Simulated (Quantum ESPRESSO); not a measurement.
# Collinear magnetic orders of MnO2 (Pyrolusite) with Quantum ESPRESSO

Aim: find out which collinear order of MnO2 (Pyrolusite) costs least.

Calculated with Quantum ESPRESSO 7.5; PBE; plane waves with GBRV 1.5 PBE potentials, no spin-orbit coupling.

The experiments to compare with:

For MnO2, rutile (bulk crystal), “Local electronic structure of dilute hydrogen in beta-MnO2” (2024, arxiv:2401.02109) quotes earlier work: moment (ordered Mn moment in helical phase) 2.34 μB [Earlier experimental value quoted in discussion; measurement temperature and sample not …].

### 1. The starting structure

It takes space group P4_2/mnm (No. 136, tetragonal). Conventional cell: a = 4.398 Å, b = 4.398 Å, c = 2.873 Å, α = 90.00°, β = 90.00°, γ = 90.00°. Mn has 6 O at 1.88 to 1.90 Å nearest. O has 3 Mn at 1.88 to 1.90 Å nearest. Farther neighbours and most contacts between anions are not listed.

The cell comes from the Crystallography Open Database.

### 2. Run 1 (ferro ++)

The signs are those of the starting moments on the seeded atoms, the atoms that are given a moment.

Contents of pw.in:

```
&CONTROL
  calculation = 'scf'
  prefix = 'pwscf'
  outdir = './tmp'
  pseudo_dir = './pseudo'
  disk_io = 'nowf'
  tprnfor = .true.
  tstress = .true.
/
&SYSTEM
  ibrav = 0
  celldm(1) = 8
  nat = 6
  ntyp = 2
  ecutwfc = 40
  ecutrho = 280
  nbnd = 42
  occupations = 'smearing'
  smearing = 'fd'
  degauss = 0.00999582
  nspin = 2
  starting_magnetization(1) = 0.3
  starting_magnetization(2) = 0
/
&ELECTRONS
  conv_thr = 1.2d-08
  electron_maxstep = 150
  mixing_beta = 0.3
/
ATOMIC_SPECIES
Mn     54.9380 mn_pbe_v1.5.uspp.F.UPF
O      15.9990 o_pbe_v1.2.uspp.F.UPF
CELL_PARAMETERS alat
   1.0389478017427    0.0000000000000    0.0000000000000
   0.0000000000000    1.0389478017427    0.0000000000000
   0.0000000000000    0.0000000000000    0.6786478945062
ATOMIC_POSITIONS crystal
Mn      0.0000000000    0.0000000000    0.0000000000
Mn      0.5000000000    0.5000000000    0.5000000000
O       0.3051500000    0.3051500000    0.0000000000
O       0.1948500000    0.8051500000    0.5000000000
O       0.6948500000    0.6948500000    0.0000000000
O       0.8051500000    0.1948500000    0.5000000000
K_POINTS automatic
8 8 8 0 0 0
```

Command:

```bash
$ OMP_NUM_THREADS=1 mpirun -n 2 pw.x -nk 2 -in pw.in > pw.out
```

Output:

```text
Program PWSCF v.7.5 starts

     Message from routine setup:
     using ibrav=0 with symmetry is DISCOURAGED, use correct ibrav instead

     K-points division:     npool     =       2
     Subspace diagonalization in iterative solution of the eigenvalue problem:

     G-vector sticks info
     --------------------
     sticks:   dense  smooth     PW     G-vecs:    dense   smooth      PW
     Sum        1541     877    277                29729    12801    2281

     Using Slab Decomposition

     bravais-lattice index     =            0
     lattice parameter (alat)  =       8.0000  a.u.
     unit-cell volume          =     375.0610 (a.u.)^3
     number of atoms/cell      =            6
     number of atomic types    =            2
     number of electrons       =        54.00
     number of Kohn-Sham states=           42
     kinetic-energy cutoff     =      40.0000  Ry
     charge density cutoff     =     280.0000  Ry
     scf convergence threshold =      1.2E-08
     mixing beta               =       0.3000
     number of iterations used =            8  plain     mixing
     Exchange-correlation= SLA  PW   PBE  PBE
                           (   1   4   3   4   0   0   0)

     celldm(1)=   8.000000  celldm(2)=   0.000000  celldm(3)=   0.000000
     celldm(4)=   0.000000  celldm(5)=   0.000000  celldm(6)=   0.000000

     crystal axes: (cart. coord. in units of alat)
               a(1) = (   1.038948   0.000000   0.000000 )
               a(2) = (   0.000000   1.038948   0.000000 )
               a(3) = (   0.000000   0.000000   0.678648 )

     reciprocal axes: (cart. coord. in units 2 pi/alat)
               b(1) = (  0.962512  0.000000  0.000000 )
               b(2) = (  0.000000  0.962512  0.000000 )
               b(3) = (  0.000000  0.000000  1.473518 )

     PseudoPot. # 1 for Mn read from file:
     mn_pbe_v1.5.uspp.F.UPF
     Pseudo is Ultrasoft + core correction, Zval = 15.0
     Generated by new atomic code, or converted to UPF format
     Using radial grid of  859 points,  6 beta functions with:
                l(1) =   0
                l(2) =   0
                l(3) =   1
                l(4) =   1
                l(5) =   2
                l(6) =   2
     Q(r) pseudized with  8 coefficients,  rinner =    0.950   0.950   0.950
                                                       0.950   0.950

     PseudoPot. # 2 for O  read from file:
     o_pbe_v1.2.uspp.F.UPF
     Pseudo is Ultrasoft + core correction, Zval =  6.0
     Generated by new atomic code, or converted to UPF format
     Using radial grid of  737 points,  5 beta functions with:
                l(1) =   0
                l(2) =   0
                l(3) =   1
                l(4) =   1
                l(5) =   2
     Q(r) pseudized with  8 coefficients,  rinner =    0.900   0.900   0.900
                                                       0.900   0.900

     atomic species   valence    mass     pseudopotential
     Mn               15.00    54.93800     Mn( 1.00)
     O                 6.00    15.99900     O ( 1.00)

     Starting magnetic structure
     atomic species   magnetization
     Mn              0.300
     O               0.000

     16 Sym. Ops., with inversion, found ( 8 have fractional translation)

   Cartesian axes

     site n.     atom                  positions (alat units)
         1        Mn     tau(   1) = (   0.0000000   0.0000000   0.0000000  )
         2        Mn     tau(   2) = (   0.5194739   0.5194739   0.3393239  )
         3        O      tau(   3) = (   0.3170349   0.3170349   0.0000000  )
         4        O      tau(   4) = (   0.2024390   0.8365088   0.3393239  )
         5        O      tau(   5) = (   0.7219129   0.7219129   0.0000000  )
         6        O      tau(   6) = (   0.8365088   0.2024390   0.3393239  )

     number of k points=    75  Fermi-Dirac smearing, width (Ry)=  0.0100
                       cart. coord. in units 2pi/alat
        k(    1) = (   0.0000000   0.0000000   0.0000000), wk =   0.0019531
        k(    2) = (   0.0000000   0.0000000   0.1841898), wk =   0.0039062
        k(    3) = (   0.0000000   0.0000000   0.3683795), wk =   0.0039062
        k(    4) = (   0.0000000   0.0000000   0.5525693), wk =   0.0039062
        k(    5) = (   0.0000000   0.0000000  -0.7367591), wk =   0.0019531
        [... 70 further k-points ...]

     Dense  grid:    29729 G-vectors     FFT dimensions: (  48,  48,  30)

     Smooth grid:    12801 G-vectors     FFT dimensions: (  36,  36,  24)

     Check: negative core charge=   -0.000046
     Generating pointlists ...
     new r_m :   0.1831 (alat units)  1.4651 (a.u.) for type    1
     new r_m :   0.1831 (alat units)  1.4651 (a.u.) for type    2

     Initial potential from superposition of free atoms

     starting charge      52.9998, renormalised to      54.0000
     Starting wfcs are   42 randomized atomic wfcs

     Self-consistent Calculation

     iteration #  1     ecut=    40.00 Ry     beta= 0.30
     Davidson diagonalization with overlap
     ethr =  1.00E-02,  avg # of iterations =  5.3

     total energy              =    -550.57674341 Ry
     estimated scf accuracy    <       4.75714040 Ry

     total magnetization       =     6.00 Bohr mag/cell
     absolute magnetization    =     6.23 Bohr mag/cell

     iteration #  2     ecut=    40.00 Ry     beta= 0.30
     Davidson diagonalization with overlap
     ethr =  8.81E-03,  avg # of iterations =  1.7

     total energy              =    -551.09911980 Ry
     estimated scf accuracy    <       3.19112055 Ry

     total magnetization       =     5.11 Bohr mag/cell
     absolute magnetization    =     5.54 Bohr mag/cell

     iteration #  3     ecut=    40.00 Ry     beta= 0.30
     Davidson diagonalization with overlap
     ethr =  5.91E-03,  avg # of iterations =  1.3

     total energy              =    -551.62954714 Ry
     estimated scf accuracy    <       0.54165026 Ry

     total magnetization       =     6.00 Bohr mag/cell
     absolute magnetization    =     6.42 Bohr mag/cell

     [... further iterations left out ...]

     iteration # 10     ecut=    40.00 Ry     beta= 0.30
     Davidson diagonalization with overlap
     ethr =  4.94E-07,  avg # of iterations =  1.0

     total energy              =    -551.75815439 Ry
     estimated scf accuracy    <       0.00002234 Ry

     total magnetization       =     5.89 Bohr mag/cell
     absolute magnetization    =     6.09 Bohr mag/cell

     iteration # 11     ecut=    40.00 Ry     beta= 0.30
     Davidson diagonalization with overlap
     ethr =  4.14E-08,  avg # of iterations =  1.3

     total energy              =    -551.75815790 Ry
     estimated scf accuracy    <       0.00000014 Ry

     total magnetization       =     5.89 Bohr mag/cell
     absolute magnetization    =     6.09 Bohr mag/cell

     iteration # 12     ecut=    40.00 Ry     beta= 0.30
     Davidson diagonalization with overlap
     ethr =  2.54E-10,  avg # of iterations =  2.4

     total energy              =    -551.75815838 Ry
     estimated scf accuracy    <       0.00000022 Ry

     total magnetization       =     5.89 Bohr mag/cell
     absolute magnetization    =     6.09 Bohr mag/cell

     iteration # 13     ecut=    40.00 Ry     beta= 0.30
     Davidson diagonalization with overlap
     ethr =  2.54E-10,  avg # of iterations =  1.8

     Magnetic moment per site  (integrated on atomic sphere of radius R)
     atom   1 (R=0.183)  charge= 11.6499  magn=  2.3756
     atom   2 (R=0.183)  charge= 11.6499  magn=  2.3756
     atom   3 (R=0.183)  charge=  5.2210  magn=  0.0820
     atom   4 (R=0.183)  charge=  5.2210  magn=  0.0820
     atom   5 (R=0.183)  charge=  5.2210  magn=  0.0820
     atom   6 (R=0.183)  charge=  5.2210  magn=  0.0820

     End of self-consistent calculation

     Number of k-points >= 100: set verbosity='high' to print the bands.

     the Fermi energy is    10.9746 ev

!    total energy              =    -551.75815882 Ry
     estimated scf accuracy    <          9.0E-10 Ry
     smearing contrib. (-TS)   =      -0.00700100 Ry
     internal energy E=F+TS    =    -551.75115783 Ry

     The total energy is F=E-TS. E is the sum of the following terms:
     one-electron contribution =    -262.75192839 Ry
     hartree contribution      =     159.07405047 Ry
     xc contribution           =     -82.20024740 Ry
     ewald contribution        =    -365.87303250 Ry

     total magnetization       =     5.89 Bohr mag/cell
     absolute magnetization    =     6.09 Bohr mag/cell

     convergence has been achieved in  13 iterations

     Forces acting on atoms (cartesian axes, Ry/au):

     atom    1 type  1   force =     0.00000000    0.00000000    0.00000000
     atom    2 type  1   force =     0.00000000    0.00000000    0.00000000
     atom    3 type  2   force =    -0.00159226   -0.00159226   -0.00000000
     atom    4 type  2   force =     0.00159226   -0.00159226   -0.00000000
     atom    5 type  2   force =     0.00159226    0.00159226   -0.00000000
     atom    6 type  2   force =    -0.00159226    0.00159226   -0.00000000

     Total force =     0.004504     Total SCF correction =     0.000023

     Computing stress (Cartesian axis) and pressure

          total   stress  (Ry/bohr**3)                   (kbar)     P=       64.53
   0.00047264   0.00000000   0.00000000           69.53        0.00        0.00
   0.00000000   0.00047264   0.00000000            0.00       69.53        0.00
   0.00000000   0.00000000   0.00037069            0.00        0.00       54.53

=------------------------------------------------------------------------------=
   JOB DONE.
=------------------------------------------------------------------------------=
```

Wall time 1.9 min (2 MPI ranks of Arm Neoverse V1, shared host); peak memory 0.39 GiB.

Spin moment in the atom's sphere by atom:

| atom | spin moment in the atom's sphere (μB) |
| --- | --- |
| Mn1 | 2.38 |
| Mn2 | 2.38 |
| O3 | 0.08 |
| O4 | 0.08 |
| O5 | 0.08 |
| O6 | 0.08 |

This step gave:

* smearing term TS: 0.09525 eV
* pressure: 6.453 GPa
* magnetization: 5.89 μB
* absolute magnetization: 6.086 μB
* final state: ferromagnetic

Spin density in the ab plane at fractional z = 0.000, with atoms of Mn and O within 0.2 Å of it.

Ten even steps from '0' (-0.1 e/Å³) to '9' (4.3 e/Å³), each cell a mean:
```
95100000000013
31000000000001
00000000000000
00000000010000
00000000001000
00000000000000
00000000000000
00000000000000
00000000000000
00000000000000
00000000000000
10000000000001
61000000000015
96100000000039
```
Columns run along a (4.4 Å), rows up along b (4.4 Å). Atoms in or near the plane, at fractional coordinates: Mn at (0.00, 0.00), O at (0.31, 0.31), O at (0.69, 0.69).

Valence density in the ab plane at fractional z = 0.000, with atoms of Mn and O within 0.2 Å of it. It is the smooth field of the valence electrons, not physical close to the nuclei.

Ten steps, logarithmic in the rise over the least value, from '0' (0 e/Å³) to '9' (17 e/Å³), each cell a mean:
```
98510000012369
76310001234346
32100002466533
10000013677642
00000013677631
00001112466420
00122222233210
01245432111000
02467642100000
12578752100000
22467642000011
54345421000135
97422210000268
99521000001379
```
Columns run along a (4.4 Å), rows up along b (4.4 Å). Atoms in or near the plane, at fractional coordinates: Mn at (0.00, 0.00), O at (0.31, 0.31), O at (0.69, 0.69).

(Continued in part 2 of 2.)

[Logs and program files are shortened in this print: banners, set-up blocks, solver, clock and traceback lines can be left out without a mark of their own.]

[Logs are printed without paths, hosts, clocks, repeated set-up lines and the standing remarks that a program may print on its own settings, such as how far it seeks lower states.]

[Hosts, paths, dates, database ids (printed as entryN), source tags and the programs' standing remarks are cut or masked in the printed files.]

[Where a cell is said to come from a database of computed structures, the database is the Materials Project.]
